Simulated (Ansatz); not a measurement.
# What HfCdO3 in P4/mbm, a phase reached by a soft mode distorts into, part 2 of 2

Which phase does HfCdO3 in P4/mbm, a phase reached by a soft mode fall into along its unstable mode, and how much energy does it gain?

Ansatz 0.2.0; DFT PBEsol, scalar-relativistic, plane waves, PAW; PAW set soft_1.

So far. Step 5 (Energy along the mode, all amplitudes (two of the runs …): The lowest of the steps tried is at 0.32 Å, 6.02 meV/atom below the parent; the bottom of the well need not coincide with a step. Step 7 (The new phase in its own primitive cell): The largest force component left is 0.40 meV/Å and the pressure is 0.000 GPa, within the tolerances set. The cell now holds 12.71 Å³/atom.

The structure was built from a prototype and need not be the compound's stable phase.

## Step 8: Modes of the new phase

A relaxed structure may still be a saddle point, so its zone-centre modes are computed. The response to a homogeneous field gives the Born charges and the dielectric tensor.

input.yaml reads:

```yaml
crystal:
  lattice:
    - [3.9704487286, 0.0, 0.0]
    - [0.0, 3.991863248, 4.011165462]
    - [0.0, -3.991863248, 4.011165462]
  atoms:
    - { symbol: Cd, position: [0.0, 0.9794797579, 0.9794797579] }
    - { symbol: Cd, position: [0.0, 0.52665598, 0.52665598] }
    - { symbol: Hf, position: [0.5, 0.4941849206, 0.0034431022] }
    - { symbol: Hf, position: [0.5, 0.0034431022, 0.4941849206] }
    - { symbol: O, position: [0.5, 0.66132795, 0.3193478859] }
    - { symbol: O, position: [0.5, 0.3193478859, 0.66132795] }
    - { symbol: O, position: [0.5, 0.8300078019, 0.8300078019] }
    - { symbol: O, position: [0.5, 0.166418967, 0.166418967] }
    - { symbol: O, position: [0.0, 0.5053987446, 0.9436673038] }
    - { symbol: O, position: [0.0, 0.9436673038, 0.5053987446] }
kpoints:
  mp_grid: { grid: [6, 4, 4] }
hamiltonian:
  xc: pbesol
  pseudopotentials: { kind: paw, azcp: { folder: soft_1 }, xc_functional: pbe }
scf:
  occupations: { method: fixed }
output:
  eigenvalues: true
phonons:
  method: dfpt
  dielectric: true
  rigid_motions: translations
```

Launch:

```sh
$ ansatz run input.yaml --threads 4 --pin off --max-ram 16384MiB --backend cpu --events-out ev --progress --plain --runs-dir out
```

It took 10 min on 4 threads of Arm Neoverse V1, shared host; peak memory 2.8 GiB.

Numbers from this step:

- sum-rule residual before enforcement: 2.92e-4 eV/Å²
- miss of the charge sum rule: 0.02526 e
- estimated error of the dielectric tensor: 0.02158
- estimated error of the Born charges: 0.1528 e
- point group: mm2
- highest optical mode at the zone centre (no LO-TO term): 723.6 cm⁻¹
- lowest optical zone-centre mode: -78.47 cm⁻¹
- mean high-frequency dielectric constant: 5.614
- largest Born charge (third of the trace): 5.544 e
- top of the zone-centre spectrum with the field: 775.6 cm⁻¹

Patterns of degenerate modes are one choice out of their space. Modes at Γ, with each element's share of the kinetic energy (negative means imaginary):

| mode | frequency (cm⁻¹) | symmetry | Cd % | Hf % | O % |
| --- | --- | --- | --- | --- | --- |
| 1 | -78.5 | B2 | 44 | 1 | 55 |
| 2 | 0.0 | acoustic | 33 | 53 | 14 |
| 3 | 0.0 | acoustic | 33 | 53 | 14 |
| 4 | 0.0 | acoustic | 33 | 53 | 14 |
| 5 | 48.1 | A1 | 77 | 10 | 13 |
| 6 | 82.0 | B1 | 96 | 0 | 4 |
| 7 | 88.0 | B2 | 38 | 24 | 38 |
| 8 | 94.0 | A1 | 59 | 19 | 22 |
| 9 | 97.1 | B1 | 39 | 12 | 49 |
| 10 | 104.9 | A2 | 0 | 96 | 4 |
| 11 | 111.5 | B2 | 51 | 39 | 11 |
| 12 | 127.7 | B1 | 27 | 19 | 54 |
| 13 | 140.3 | A1 | 13 | 55 | 32 |
| 14 | 185.1 | B2 | 34 | 45 | 21 |
| 15 | 209.7 | A2 | 0 | 0 | 100 |
| 16 | 217.6 | A1 | 14 | 30 | 56 |
| 17 | 219.0 | B2 | 1 | 25 | 74 |
| 18 | 234.7 | A1 | 0 | 21 | 79 |
| 19 | 236.2 | B1 | 1 | 11 | 88 |
| 20 | 293.8 | A1 | 3 | 10 | 87 |
| 21 | 307.3 | B1 | 4 | 2 | 94 |
| 22 | 307.4 | B2 | 1 | 10 | 90 |
| 23 | 373.7 | A1 | 0 | 0 | 99 |
| 24 | 457.1 | A1 | 0 | 0 | 100 |
| 25 | 497.7 | B2 | 0 | 1 | 98 |
| 26 | 530.5 | A1 | 0 | 2 | 98 |
| 27 | 575.7 | B2 | 0 | 1 | 99 |
| 28 | 635.9 | A2 | 0 | 4 | 96 |
| 29 | 642.8 | B1 | 0 | 3 | 97 |
| 30 | 723.6 | B2 | 0 | 0 | 100 |

Displacements in mode 1 (-78.5 cm⁻¹), the largest set to 1:
```
Cd1  0.00  0.63  0.00
Cd2  0.00 -0.19  0.00
Hf3  0.00 -0.02  0.06
Hf4  0.00 -0.02 -0.06
O5   0.00  0.03  0.09
O6   0.00  0.03 -0.09
O7   0.00 -0.41  0.00
O8   0.00 -0.24  0.00
O9   0.00 -1.00 -0.91
O10  0.00 -1.00  0.91
```

Displacements in mode 10 (104.9 cm⁻¹), the largest set to 1:
```
Cd1  0.00  0.00  0.00
Cd2  0.00  0.00  0.00
Hf3  1.00  0.00  0.00
Hf4 -1.00  0.00  0.00
O5  -0.13  0.00  0.00
O6   0.13  0.00  0.00
O7   0.00  0.00  0.00
O8   0.00  0.00  0.00
O9   0.68  0.00  0.00
O10 -0.68  0.00  0.00
```

Optical modes at the zone centre, without and with the macroscopic field of the longitudinal modes; each column is sorted by frequency, so a row need not hold one and the same mode. Modes with and without the field, by row:

| rank among optical modes | no field (cm⁻¹) | q along (1, 0, 0) (cm⁻¹) | q along (0, 1, 0) (cm⁻¹) | q along (0, 0, 1) (cm⁻¹) |
| --- | --- | --- | --- | --- |
| 1 | -78.5 | -78.5 | 28.7 | -78.5 |
| 2 | 48.1 | 48.1 | 48.1 | 59.3 |
| 3 | 82 | 82.2 | 82 | 82 |
| 4 | 88 | 88 | 93.6 | 88 |
| 5 | 94 | 94 | 94 | 97.1 |
| 6 | 97.1 | 104.9 | 97.1 | 104.9 |
| 7 | 104.9 | 111.5 | 104.9 | 111.5 |
| 8 | 111.5 | 111.6 | 111.5 | 111.9 |
| 9 | 127.7 | 127.8 | 127.7 | 127.7 |
| 10 | 140.3 | 140.3 | 140.3 | 158.6 |
| 11 | 185.1 | 185.1 | 196.2 | 185.1 |
| 12 | 209.7 | 209.7 | 209.7 | 209.7 |
| 13 | 217.6 | 217.6 | 217.6 | 219 |
| 14 | 219 | 219 | 234.7 | 226.8 |
| 15 | 234.7 | 234.7 | 236.2 | 236.2 |
| 16 | 236.2 | 275.4 | 293.7 | 268.2 |
| 17 | 293.8 | 293.8 | 293.8 | 307.3 |
| 18 | 307.3 | 307.4 | 307.3 | 307.4 |
| 19 | 307.4 | 373.7 | 372.5 | 371.1 |
| 20 | 373.7 | 400.6 | 373.7 | 395.9 |
| 21 | 457.1 | 457.1 | 457.1 | 460.5 |
| 22 | 497.7 | 497.7 | 530.5 | 497.7 |
| 23 | 530.5 | 530.5 | 569.8 | 575.7 |
| 24 | 575.7 | 575.7 | 626.6 | 635.9 |
| 25 | 635.9 | 635.9 | 635.9 | 642.8 |
| 26 | 642.8 | 723.6 | 642.8 | 652.3 |
| 27 | 723.6 | 775.6 | 734 | 723.6 |

Born charge (rows field, columns displacement) (e), principal values of the symmetric part by kind of site:

| atom | atoms with these values | low | middle | high | mean |
| --- | --- | --- | --- | --- | --- |
| Cd1 | 1 | 2.23 | 2.76 | 2.99 | 2.66 |
| Cd2 | 1 | 2.16 | 2.71 | 2.92 | 2.60 |
| Hf3 | 2 | 5.47 | 5.54 | 5.63 | 5.54 |
| O5 | 2 | -4.12 | -1.99 | -1.91 | -2.67 |
| O7 | 1 | -3.86 | -2.17 | -2.00 | -2.68 |
| O8 | 1 | -4.30 | -2.05 | -1.71 | -2.69 |
| O9 | 2 | -4.73 | -1.89 | -1.84 | -2.82 |

In full for Cd2:

```
2.92 0.00 0.00
0.00 2.71 0.00
0.00 0.00 2.16
```

High-frequency dielectric tensor:

```
5.92 0.00 0.00
0.00 5.46 0.00
0.00 0.00 5.46
```

Transverse modes; imaginary modes are left out. Lines of the infrared spectrum (strongest = 100):

| position (cm⁻¹) | lines merged | relative intensity |
| --- | --- | --- |
| 48 | 1 | 6.6 |
| 82 | 1 | 0.2 |
| 88 | 1 | 1.9 |
| 94 | 1 | 13 |
| 97 | 1 | 8.0 |
| 105 | 1 | 0.0 |
| 112 | 1 | 0.0 |
| 128 | 1 | 0.0 |
| 140 | 1 | 12 |
| 185 | 1 | 25 |
| 210 | 1 | 0.0 |
| 218 | 1 | 27 |
| 219 | 1 | 50 |
| 235 | 1 | 21 |
| 236 | 1 | 55 |
| 294 | 1 | 28 |
| 307 | 2 | 44 |
| 374 | 1 | 0.6 |
| 457 | 1 | 2.2 |
| 498 | 1 | 51 |
| 530 | 1 | 52 |
| 576 | 1 | 2.4 |
| 636 | 1 | 0.0 |
| 643 | 1 | 100 |
| 724 | 1 | 4.0 |

Before it was imposed, the acoustic sum rule was missed by 2.9e-4 eV/Å² and the charge sum rule by 0.025 e. Small misses are needed for a sound result but don't prove that mesh and cutoff are converged. The lowest optical mode is imaginary, 78.5i cm⁻¹, so the energy falls along it.

The log warns of the k mesh: “the force constants stand on the 6×4×4 k-mesh, whose period is 11.34 times the interband length at k = (0.0000, 0.0000, 0.0000), direct gap 1.466 eV, under 14: take them and everything formed from them as unconverged”.

## Step 9: The phases reached

The phases reached along the modes that were followed are set side by side.

Energies are those of the first relaxation, on the mesh of the frozen mode; space group, volume and gap are those of the last relaxation. Phases, by row:

| mode frozen in | space group | energy from parent (meV/atom) | volume (Å³/atom) | gap on mesh (eV) | lowest zone-centre optical mode (cm⁻¹) | largest shift (Å) |
| --- | --- | --- | --- | --- | --- | --- |
| parent | P4/mbm | 0 | 12.66 | 1.051 | – | – |
| q = (0, 0, 0), 146i cm⁻¹ | Pmc2_1 | -20.24 | 12.72 | 1.365 | 64.9 | 0.363 |
| q = (0, 0, 0), 146i cm⁻¹ | Amm2 | -12.18 | 12.71 | 1.24 | -78.5 | 0.287 |

## Step 10: Results

* unstable mode of the parent: q = (0, 0, 0), 146i cm⁻¹
* depth at the lowest point sampled: 6.02 meV/atom
* largest atomic shift at that point: 0.32 Å
* space group reached (within 0.01 Å): Amm2
* energy gained over the parent (first relaxation, on the mesh of the frozen mode): 12.2 meV/atom
* volume per atom, phase reached: 12.7 Å³
* gap on the k-mesh, phase reached: 1.24 eV
* lowest optical zone-centre mode, phase reached: -78.5 cm⁻¹
* highest optical mode at the zone centre (no LO-TO term), phase reached: 724 cm⁻¹

In words: Along this mode the structure falls into Amm2, 12.2 meV/atom below the parent. At the parent's cell the well is 6.019 meV/atom deep on the steps tried, with its lowest point at a shift of 0.32 Å. Relaxing atoms and cell changes the gain by +6.17 meV/atom against the lowest step (energies at zero smearing). The new phase still has an imaginary mode at the zone centre of its cell, so it is a saddle point on the way to a lower structure. Of the 2 patterns followed to their end from this parent, this one ends 8.05 meV/atom above the lowest, Pmc2_1. Each path keeps the symmetry of its pattern, so a lower phase may lie along a pattern not tried. With the field response the log warns that the k mesh is coarse for the force constants too, so the frequencies may not be converged. Spin-orbit coupling is left out, which can matter for the heavy elements here. The PAW files were made for PBE and serve the other functionals too. The starting cell was built on a prototype and not taken from a measurement, so the phase need not exist.

[Logs are printed without paths, hosts, clocks, repeated set-up lines and the standing remarks that a program may print on its own settings, such as how far it seeks lower states.]

[Hosts, paths, dates, database ids (printed as entryN), source tags and the programs' standing remarks are cut or masked in the printed files.]
